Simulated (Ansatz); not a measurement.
## Quasi-harmonic thermodynamics of GaAs (F-43m)

How much does GaAs expand with temperature?

Measurements to reproduce:
- volume expansion coefficient 16.2 1e-6/K, heat capacity C_P per formula unit 46.8 J/mol/K and bulk modulus 74.8 GPa near room temperature (given in “High-Throughput Prediction of Finite-Temperature Properties using the Quasi-Harmonic Approximation”, 2016, arXiv:1603.06924)

Method: DFT LDA, scalar-relativistic, plane waves, PAW, in Ansatz 0.2.0.

### 1. Starting point

The structure is cubic, space group F-43m (No. 216). The conventional cell has a = 5.654 Å, b = 5.654 Å, c = 5.654 Å, α = 90.00°, β = 90.00°, γ = 90.00°. Nearest to Ga lie 4 As at 2.45 Å. As has 4 Ga at 2.45 Å nearest. Farther neighbours are not listed.

As a file:

```cif
data_structure
_symmetry_space_group_name_H-M 'P 1'
_symmetry_Int_Tables_number 1
_cell_length_a 3.9978
_cell_length_b 3.9978
_cell_length_c 3.9978
_cell_angle_alpha 60.000
_cell_angle_beta 60.000
_cell_angle_gamma 60.000
_cell_volume 45.18
loop_
_atom_site_label
_atom_site_type_symbol
_atom_site_fract_x
_atom_site_fract_y
_atom_site_fract_z
_atom_site_occupancy
Ga1 Ga 0.00000 0.00000 0.00000 1
As2 As 0.25000 0.25000 0.25000 1
```

### 2. Probe on a coarse mesh

A cheap single point shows whether the cell is a metal or an insulator and how far it is from rest; that sets the k-mesh and the occupations of what follows.

The input, input.yaml:

```yaml
crystal:
  lattice:
    - [0.0, 2.82685, 2.82685]
    - [2.82685, 0.0, 2.82685]
    - [2.82685, 2.82685, 0.0]
  atoms:
    - { symbol: Ga, position: [0.0, 0.0, 0.0] }
    - { symbol: As, position: [0.25, 0.25, 0.25] }
kpoints:
  mp_grid: { grid: [6, 6, 6] }
hamiltonian:
  xc: lda
scf:
  occupations: { method: gaussian, width: 0.1 }
  lower_state_search: "off"
output:
  forces: true
  stress: true
  eigenvalues: true
```

Command:

```bash
> ansatz run input.yaml --threads 8 --pin off --max-ram 16384MiB --backend cpu --events-out ev --progress --plain --runs-dir out
```

Numbers of over 12 decimals in the logs are rounded to 6 here.

What it wrote:

```text
Engine: ansatz 0.2.0, aarch64-unknown-linux-gnu
Pseudopotentials: kind: paw
Pseudopotential: Ga, paw, valence charge 13, recommended cutoff 420 eV (normal), Ga.paw.azcp
Pseudopotential: As, paw, valence charge 15, recommended cutoff 420 eV (normal), As.paw.azcp
Functional definition: SPW92
  exchange = slater_x
  correlation = pw_c
Crystal: 2 atoms, lattice volume = 45.179 Å³
Basis set: ecut = 420 eV, 893 PW (Γ)
Bands: 18, of which v1, the nominal top of the filled ones, is band 14 counted from 1 (13 counted from 0)
Symmetry: 24 space group operations
Space group: F-43m (ITA 216), of the structure as read, at distance tolerance 3.6e-5 Å
k-points: 16 of 216 (time reversal used)
Non-local potential: Ga, projectors of the file, l = 0: 2, l = 1: 2, l = 2: 3, l = 3: 1
Non-local potential: As, projectors of the file, l = 0: 2, l = 1: 2, l = 2: 3, l = 3: 1
PAW form: soft (Blöchl's): semilocal exchange-correlation on the pseudo side does not see the compensation charge
PAW frozen core: Ga, regenerated for the run's functional, and the local potential with it (the file was generated under x = pbe(κ = 0.804, μ = 0.219515), c = pbe(β = 0.066725))
PAW frozen core: As, regenerated for the run's functional, and the local potential with it (the file was generated under x = pbe(κ = 0.804, μ = 0.219515), c = pbe(β = 0.066725))
PAW one-centre angular grid: Ga, 590 points (default); XC on 64 Gauss nodes
PAW one-centre angular grid: As, 590 points (default); XC on 64 Gauss nodes
Initial density: superposition of atomic densities (neutral atoms: chi_scale 0, normalization atom), corrected by the library's trained network
Initial wavefunctions: pseudopotential atomic-orbital guess
Functional: x = slater, c = lda
SCF iter   1: F=—  HF=-8481.265392 eV  |F-HF|=—  |Δ(HF+E_count)|=         —  Δρ=4.66e-3  dr2=6.02e-3  ethr=1.77e-3  ⟨swp⟩=5.2  Hψ=1342  notcnv=0
preconditioner: auto → none  [insulator: Δε(μ)=0.256 eV  Ē_g=15.464 eV  σ=0.100 eV  W_gap=0.92  n_scr=14 (ndim 8)  ℏωp=23.4 eV  f_vac=0.086  D(μ)=0.03/eV (n_scr^D=0)  ε∞_Penn≈3.3]
SCF iter   2: F=—  HF=-8481.262737 eV  |F-HF|=—  |Δ(HF+E_count)|=   2.65e-3  Δρ=2.35e-3  dr2=9.40e-4  ethr=2.15e-5  ⟨swp⟩=2.3  Hψ=630  notcnv=0
SCF iter   3: F=—  HF=-8481.262683 eV  |F-HF|=—  |Δ(HF+E_count)|=   5.34e-5  Δρ=6.31e-4  dr2=1.77e-4  ethr=3.36e-6  ⟨swp⟩=2.0  Hψ=426  notcnv=0
SCF iter   4: F=—  HF=-8481.262602 eV  |F-HF|=—  |Δ(HF+E_count)|=   8.10e-5  Δρ=2.31e-4  dr2=1.06e-5  ethr=6.33e-7  ⟨swp⟩=2.0  Hψ=430  notcnv=0
SCF iter   5: F=—  HF=-8481.262608 eV  |F-HF|=—  |Δ(HF+E_count)|=   5.87e-6  Δρ=1.51e-5  dr2=1.01e-7  ethr=3.77e-8  ⟨swp⟩=2.0  Hψ=368  notcnv=0
SCF iter   6: F=-8481.262608 eV  HF=-8481.262608 eV  |F-HF|=2.78e-9  |Δ(HF+E_count)|=   1.48e-8  Δρ=3.56e-6  dr2=3.05e-9  ethr=3.57e-10  ⟨swp⟩=4.8  Hψ=1157  notcnv=0
SCF 1 converged in 6 iterations: F = -8481.262608 eV  dr2 = 3.05e-9
  greatest PAW one-centre occupation: 0.999 electrons in one spin orbital (limit 2), on the As atom at site 1 (counted from 0), in its partial waves of l = 2
SCF converged after 6 iterations
Free energy (F): -8481.262608 eV
Harris-Foulkes:  -8481.262608 eV  (|F-HF|=2.78e-9)
Internal energy: -8481.262483 eV  (E = F + TS)
E sigma→0 (E₀):  -8481.262546 eV
Entropy (-TS):   -0.000125 eV (-0.062 meV/atom)
Fermi energy:    8.036151 eV
--- Per-component energies (eV) ---
  E_band       = -323.586376
  E_kinetic    = 220.254257
  E_local      = -3927.327366  (includes V_loc(G=0)·N_el)
  E_nonlocal   = -238.474473
  E_hartree    = 1973.998503
  E_xc         = -147.866394
  E_vxc        = -138.330442  (∫ρ·V_xc dr)
  E_paw        = -3666.922789  (= ΣΔE_a)
  E_vpaw       = -187.705536  (= ΣTr[D̂ρ^β])
  E_aug_tail   = -0.000146  (compensation charges beyond the density's cutoff)
  E_ewald      = -2698.727786
  E_core_change = 3.803710  (= ΣΔE_core)
  E_smearing   = -0.000125  (= −TS)
  E_closure    = -0.000000  (closes the sum)
  Σ components = -8481.262608   (vs F -8481.262608, Δ=0.00e0)
--- Forces (eV/Å), atoms counted from 1 ---
  atom   1  Ga     0.00000000    -0.00000000    -0.00000000
  atom   2  As    -0.00000000    -0.00000000     0.00000000
  max |Σ_I F_I| component: 2.57e-16 eV/Å
--- Stress (GPa, compression-positive) ---
       -1.918356       0.000000      -0.000000
        0.000000      -1.918356       0.000000
       -0.000000       0.000000      -1.918356
  P = ⅓ Tr σ = -1.9184 GPa (-19.184 kbar)
--- Band table (eV; the first three rows and the last of 16) ---
  k-point 0: bands = [... 10 lower, -4.9044, 7.8797, 7.8797, 7.8797, 8.1597, 11.5588, 11.5588, 11.5588]
  k-point 1: bands = [... 10 lower, -4.5851, 5.0947, 7.4968, 7.4968, 9.3597, 12.1060, 12.1060, 12.4479]
  k-point 2: bands = [... 10 lower, -3.7606, 2.4399, 6.9495, 6.9495, 8.9393, 12.5264, 12.5265, 14.9652]
  k-point 15: bands = [... 10 lower, -2.3681, 1.1352, 4.5136, 4.6546, 11.0504, 11.2398, 14.8856, 15.1926]
```

It took 0.34 s on 8 threads of Arm Neoverse V2, shared host; peak memory 0.33 GiB.

The column dr2 measures how far the density is from self-consistency, as an energy; F and HF (Harris–Foulkes) agree once it is small.

Numbers from this step:

| Item | Value |
| --- | --- |
| pressure | -1.918 GPa |
| volume per atom | 22.59 Å³/atom |
| gap on the k-mesh | 0.2800 eV |

The start is under -1.9 GPa at this level and looks like an insulator or semiconductor on this mesh.

### 3. Finding the static equilibrium

The vibrations must be taken about the equilibrium of this functional, not about the starting cell, so the structure is relaxed.

input.yaml, the sections that differ from step 2:

```yaml
kpoints:
  mp_grid: { grid: [12, 12, 12] }
scf:
  occupations: { method: gaussian, width: 0.01 }
  lower_state_search: "off"
relax:
  adjacent_minimum: "off"
  f_tol: 0.005
  max_steps: 80
  cell: { stress_tol: 0.05 }
# crystal, hamiltonian, output: as in step 2
```

What it wrote:

```text
[...]
Crystal: 2 atoms, lattice volume = 45.179 Å³
Basis set: ecut = 420 eV, 893 PW (Γ)
Bands: 18, of which v1, the nominal top of the filled ones, is band 14 counted from 1 (13 counted from 0)
Symmetry: 24 space group operations
[...]
k-points: 72 of 1728 (time reversal used)
[...]
SCF iter   1: F=—  HF=-8481.293475 eV  |F-HF|=—  |Δ(HF+E_count)|=         —  Δρ=5.25e-3  dr2=8.39e-3  ethr=1.77e-3  ⟨swp⟩=6.0  Hψ=6090  notcnv=0
[...]
SCF iter   6: F=-8481.290361 eV  HF=-8481.290361 eV  |F-HF|=4.07e-9  |Δ(HF+E_count)|=  3.02e-10  Δρ=4.45e-6  dr2=4.49e-9  ethr=3.52e-10  ⟨swp⟩=2.9  Hψ=4815  notcnv=0
SCF 1 converged in 6 iterations: F = -8481.290361 eV  dr2 = 4.49e-9
[...]
relax step   1: F+E_penalty+E_count = -8481.29036125 eV  Δ(F+E_penalty+E_count) = +0.000e0 eV  max|allowed force component| = 1.018e-16 eV/Å  Δτ_max = 0.0000 Å  P = -1.877 GPa  Ω = 45.179 Å³  (6 SCF iters, dr2 threshold 1.00e-7 eV, accepted)
Crystal: 2 atoms, lattice volume = 44.191 Å³
Basis set: ecut = 420 eV, 869 PW (Γ)
[...]
iter 1 solved again at ethr=1.88e-6 eV; its pass at ethr=3.10e-3 eV (dr2=5.26e-4 eV) is discarded
[...]
SCF iter   5: F=-8481.297507 eV  HF=-8481.297507 eV  |F-HF|=5.91e-8  |Δ(HF+E_count)|=   1.03e-8  Δρ=9.59e-6  dr2=3.04e-8  ethr=7.14e-10  ⟨swp⟩=5.0  Hψ=5691  notcnv=0
SCF 2 converged in 5 iterations: F = -8481.297507 eV  dr2 = 3.04e-8
relax step   2: F+E_penalty+E_count = -8481.29750656 eV  Δ(F+E_penalty+E_count) = -7.145e-3 eV  max|allowed force component| = 3.527e-17 eV/Å  Δτ_max = 0.0000 Å  P = -0.351 GPa  Ω = 44.191 Å³  energy of the carried Pulay correction = +1.785e-4 eV  (5 SCF iters, dr2 threshold 2.00e-7 eV, accepted)
Crystal: 2 atoms, lattice volume = 43.970 Å³
[...]
SCF iter   4: F=-8481.297779 eV  HF=-8481.297779 eV  |F-HF|=8.64e-9  |Δ(HF+E_count)|=   1.52e-7  Δρ=8.36e-6  dr2=1.38e-8  ethr=7.14e-10  ⟨swp⟩=5.0  Hψ=5956  notcnv=0
SCF 3 converged in 4 iterations: F = -8481.297779 eV  dr2 = 1.38e-8
relax step   3: F+E_penalty+E_count = -8481.29777892 eV  Δ(F+E_penalty+E_count) = -2.724e-4 eV  max|allowed force component| = 4.568e-17 eV/Å  Δτ_max = 0.0000 Å  P = +0.018 GPa  Ω = 43.970 Å³  energy of the carried Pulay correction = +2.190e-4 eV  (4 SCF iters, dr2 threshold 2.00e-7 eV, accepted)
[...]
SCF iter   1: F=—  HF=-8481.297564 eV  |F-HF|=—  |Δ(HF+E_count)|=         —  Δρ=2.12e-5  dr2=6.88e-8  ethr=3.07e-7  ⟨swp⟩=2.9  Hψ=9167  notcnv=0
eigensolver tolerance schedule: the retry pair's looser diagonalisation over-reported the residual by 1247.82 of it (diagonalisation noise at 0.14 of the residual, at the tolerance the schedule requests for it); recorded, not acted on — ethr = c·dr2/N_el stays at c = 1.0e-1
[...]
SCF iter   2: F=—  HF=-8481.297563 eV  |F-HF|=—  |Δ(HF+E_count)|=   1.51e-6  Δρ=1.77e-5  dr2=6.53e-8  ethr=2.46e-10  ⟨swp⟩=2.1  Hψ=2346  notcnv=0
[...]
SCF iter   6: F=-8481.297563 eV  HF=-8481.297563 eV  |F-HF|=3.64e-12  |Δ(HF+E_count)|=  1.82e-12  Δρ=6.12e-8  dr2=5.76e-13  ethr=1.00e-12  ⟨swp⟩=5.0  Hψ=5501  notcnv=0
SCF 4 converged in 6 iterations: F = -8481.297563 eV  dr2 = 5.76e-13
relax step   4: F+E_penalty+E_count = -8481.29756294 eV  Δ(F+E_penalty+E_count) = +2.160e-4 eV  max|allowed force component| = 5.146e-17 eV/Å  Δτ_max = 0.0000 Å  P = +0.017 GPa  Ω = 43.970 Å³  stress off target by 1.73e-2 GPa  SCF on the basis re-selected at this cell (its energy is not comparable with the rows above)  (6 SCF iters)
basis re-selected at this cell: Δ(F+E_penalty+E_count) = +2.160e-4 eV, ΔP = -0.001 GPa vs the last step (what re-selecting the basis moved, of the pressure what is left beyond the Pulay correction that the steps carried, after the strain that the cell walked since its last selection, with what the two solves' SCF thresholds leave and, on support functions, any second-order correction that the steps lacked; it is no m [...]
SCF converged after 6 iterations
Free energy (F): -8481.297563 eV
[...]
Internal energy: -8481.297563 eV  (E = F + TS)
E sigma→0 (E₀):  -8481.297563 eV
Fermi energy:    8.486661 eV
[...]
--- Stress (GPa, compression-positive) ---
        0.017272      -0.000000      -0.000000
       -0.000000       0.017272       0.000000
        0.000000       0.000000       0.017272
  P = ⅓ Tr σ = 0.0173 GPa (0.173 kbar)
--- Band table (eV; the first three rows and the last of 72) ---
  k-point 0: bands = [... 10 lower, -4.7379, 8.2423, 8.2423, 8.2423, 8.7308, 11.9378, 11.9378, 11.9378]
  k-point 1: bands = [... 10 lower, -4.6528, 6.9893, 8.1229, 8.1229, 9.5894, 12.0918, 12.1129, 12.1129]
  k-point 2: bands = [... 10 lower, -4.4053, 5.4536, 7.8440, 7.8440, 9.8389, 12.5023, 12.5023, 12.9032]
  k-point 71: bands = [... 10 lower, -2.0625, 1.4400, 4.5583, 4.7491, 12.8959, 12.9051, 13.6316, 14.2113]
--- Relaxed structure (3 steps of the walk, 3 accepted, 1 SCFs on fresh bases) ---
  F+E_penalty+E_count = -8481.29756294 eV   max|allowed force component| = 5.146e-17 eV/Å   (the final SCF, on the basis selected at the relaxed cell)
  cell:  # Å, volume = 43.9700 Å³
    - [0, 2.801402, 2.801402]
    - [2.801402, 0, 2.801402]
    - [2.801402, 2.801402, 0]
  atoms:
    - { symbol: Ga, position: [0, 0, 0] }
    - { symbol: As, position: [0.25, 0.25, 0.25] }
```

Elapsed: 3 s, on 8 threads; peak memory 0.46 GiB.

Relaxation path:

```
step  energy less that of the first step (eV)  largest force component (eV/Å)  pressure (GPa)  volume (Å³)
   1                                   0.0000                          0.0000           -1.88        45.18
   2                                  -0.0071                          0.0000           -0.35        44.19
   3                                  -0.0074                          0.0000            0.02        43.97
  4*                                  -0.0072                          0.0000            0.02        43.97
```

Relaxation steps marked * repeat the geometry before them on a plane-wave basis chosen anew for their cell, so energy and pressure can jump there.

The run keeps the 24 symmetry operations that it works with, so distortions that break them were not tested.

```
conventional cell, symmetrised  before  after  change
                         a (Å)   5.654  5.603  -0.9 %
                         b (Å)   5.654  5.603  -0.9 %
                         c (Å)   5.654  5.603  -0.9 %
              volume (Å³/atom)   22.59  21.98  -2.7 %
```

Final coordinates:

```
Ga As
1.0
     0.00000    2.80140    2.80140
     2.80140    0.00000    2.80140
     2.80140    2.80140    0.00000
Ga As
1 1
Direct
  0.00000 0.00000 0.00000
  0.25000 0.25000 0.25000
```

Numbers from this step:

```
pressure          : 0.01727 GPa
gap on the k-mesh : 0.4886 eV
volume per atom   : 21.98 Å³/atom
```

The relaxation ends with a pressure of 0.02 GPa.

### 4. Relaxing to small residual forces and stress

The thresholds are tightened for a last relaxation ahead of the phonons, and where mesh or smearing change with them the cell follows.

input.yaml, the sections that differ from step 3:

```yaml
crystal:
  lattice:
    - [0.0, 2.8014019407, 2.8014019407]
    - [2.8014019407, 0.0, 2.8014019407]
    - [2.8014019407, 2.8014019407, 0.0]
  atoms:
    - { symbol: Ga, position: [0.0, 0.0, 0.0] }
    - { symbol: As, position: [0.25, 0.25, 0.25] }
scf:
  occupations: { method: fixed }
  lower_state_search: "off"
relax:
  adjacent_minimum: "off"
  f_tol: 0.001
  max_steps: 60
  cell: { stress_tol: 0.01 }
# kpoints, hamiltonian, output: as in step 3
```

What it wrote:

```text
[...]
Crystal: 2 atoms, lattice volume = 43.970 Å³
Basis set: ecut = 420 eV, 869 PW (Γ)
Bands: 18, of which v1, the nominal top of the filled ones, is band 14 counted from 1 (13 counted from 0)
Symmetry: 24 space group operations
[...]
k-points: 72 of 1728 (time reversal used)
[...]
k-point 71: bands = [... 10 lower, -2.0646, 1.4382, 4.5567, 4.7474, 12.8932, 12.9016, 13.6284, 14.2086]
--- Relaxed structure (2 steps of the walk, 2 accepted, 1 SCFs on fresh bases) ---
[...]
cell:  # Å, volume = 43.9781 Å³
    - [0, 2.801575, 2.801575]
    - [2.801575, 0, 2.801575]
    - [2.801575, 2.801575, 0]
  atoms:
    - { symbol: Ga, position: [0, 0, 0] }
    - { symbol: As, position: [0.250000, 0.250000, 0.250000] }
[key lines of the parts left out:]
SCF converged after 6 iterations
Free energy (F): -8481.297562 eV
Fermi energy:    8.239670 eV
P = ⅓ Tr σ = 0.0036 GPa (0.036 kbar)
```

Wall time 2.2 s (8 threads); peak memory 0.44 GiB; 14 s of CPU time.

Little changed from the start: no atom moved by 0.005 Å and no cell edge by 0.1 %.

Numbers from this step:

```
pressure          : 0.003571 GPa
gap on the k-mesh : 0.4872 eV
volume per atom   : 21.99 Å³/atom
```

The residual pressure is 0.0036 GPa, small enough for phonons.

(Continued in part 2 of 4.)

[Logs are printed without paths, hosts, clocks, repeated set-up lines and the standing remarks that a program may print on its own settings, such as how far it seeks lower states.]

[Hosts, paths, dates, database ids (printed as entryN), source tags and the programs' standing remarks are cut or masked in the printed files.]

[A step with changed settings may run another functional than the one named; its input shows which.]
